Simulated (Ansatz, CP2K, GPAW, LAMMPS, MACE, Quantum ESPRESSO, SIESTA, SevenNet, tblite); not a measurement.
**Other levels on amorphous 29Ga2O3-71GeO2 (mol %) (86 atoms)**

Density of this cell: 3.92 g/cm³. The cell holds 86 atoms: 14 Ga, 17 Ge and 55 O. Its edges and angles: a = 10.944 Å, b = 10.944 Å, c = 10.944 Å, α = 90.0°, β = 90.0°, γ = 90.0°. 86 atoms (14 Fe, 17 Ge, 55 O) placed at random at 3.74 g/cm³, melted at 5000 K for 10 ps at fixed volume with the Morse and Coulomb pair potential with partial charges (Pedone, Malavasi, Menziani, Cormack and Segre, J. Phys. Chem. B 110, 11780 (2006)). Quenched from 5000 K to 300 K at 100 K/ps and fixed volume, held 5 ps, then minimised at fixed cell. Then Fe was replaced by Ga and the cell scaled by 1.006 (the potential has no terms for the new elements, so the cell is a start for a DFT relaxation).

Geometry: as built.

The reference, a calculation:

- method: Kohn-Sham DFT, PBE, PAW, plane waves (Ansatz 0.2.0); cutoff 420 eV, Γ point, fermi-dirac smearing of 0.05 eV; PAW set soft_2
- r.m.s. force component: 0.7887 eV/Å
- longest force: 2.383 eV/Å
- pressure: -2.484 GPa
- gap (highest filled to lowest empty level): 1.105 eV
- SCF cycles: 10
- time: 12 s on 8 threads of Arm Neoverse V2, shared host
- CPU time: 87 s

Runs, in no order:
A. QE PBE, sssp-1.3.0-efficiency, 60/480 Ry: Kohn-Sham DFT, PBE, SSSP efficiency 1.3.0 pseudopotentials, plane waves
B. CP2K PBE, DZVP-MOLOPT-SR, 600/50 Ry, diagonalisation: Kohn-Sham DFT, PBE, GTH-PBE pseudopotentials, Gaussian and plane waves, DZVP-MOLOPT-SR-GTH, diagonalisation
C. SIESTA PBE, DZP, shift 0.01 Ry, mesh 500 Ry: Kohn-Sham DFT, PBE, PseudoDojo 0.4.1 norm-conserving pseudopotentials (converted to PSML), numerical atomic orbitals (DZP), diagonalisation
D. MACE MP-0b2 small potential: machine-learned interatomic potential MACE MP-0b2 small, trained on PBE(+U) plane-wave data
E. CP2K PBE, SZV-MOLOPT-SR, 600/50 Ry, diagonalisation: Kohn-Sham DFT, PBE, GTH-PBE pseudopotentials, Gaussian and plane waves, SZV-MOLOPT-SR-GTH, diagonalisation

Q: Order them from the smallest to the largest r.m.s. force difference.

A, B, D, C, E.

```tsv
run	Δ force, r.m.s. (meV/Å)	share of r.m.s. force (%)	CPU time
A. QE PBE, sssp-1.3.0-efficiency, 60/480 Ry	24.9	3.16	26 min
B. CP2K PBE, DZVP-MOLOPT-SR, 600/50 Ry, diagonalisation	81.9	10.4	4.3 min
D. MACE MP-0b2 small potential	124	15.7	5.8 s
C. SIESTA PBE, DZP, shift 0.01 Ry, mesh 500 Ry	285	36.1	5.9 min
E. CP2K PBE, SZV-MOLOPT-SR, 600/50 Ry, diagonalisation	436	55.3	2.6 min
```

Machine-learned potentials mimic data converged in k, so the reference's own k-point error enters their differences. The network of bonds at the start is that of the classical potential that made the cell, and needn't be the one that DFT or experiment would give. The electronic-structure runs sample only Γ, in a cell whose shortest periodic width is 11 Å.

[Logs are printed without paths, hosts, clocks, repeated set-up lines and the standing remarks that a program may print on its own settings, such as how far it seeks lower states.]

[Hosts, paths, dates, database ids (printed as entryN), source tags and the programs' standing remarks are cut or masked in the printed files.]
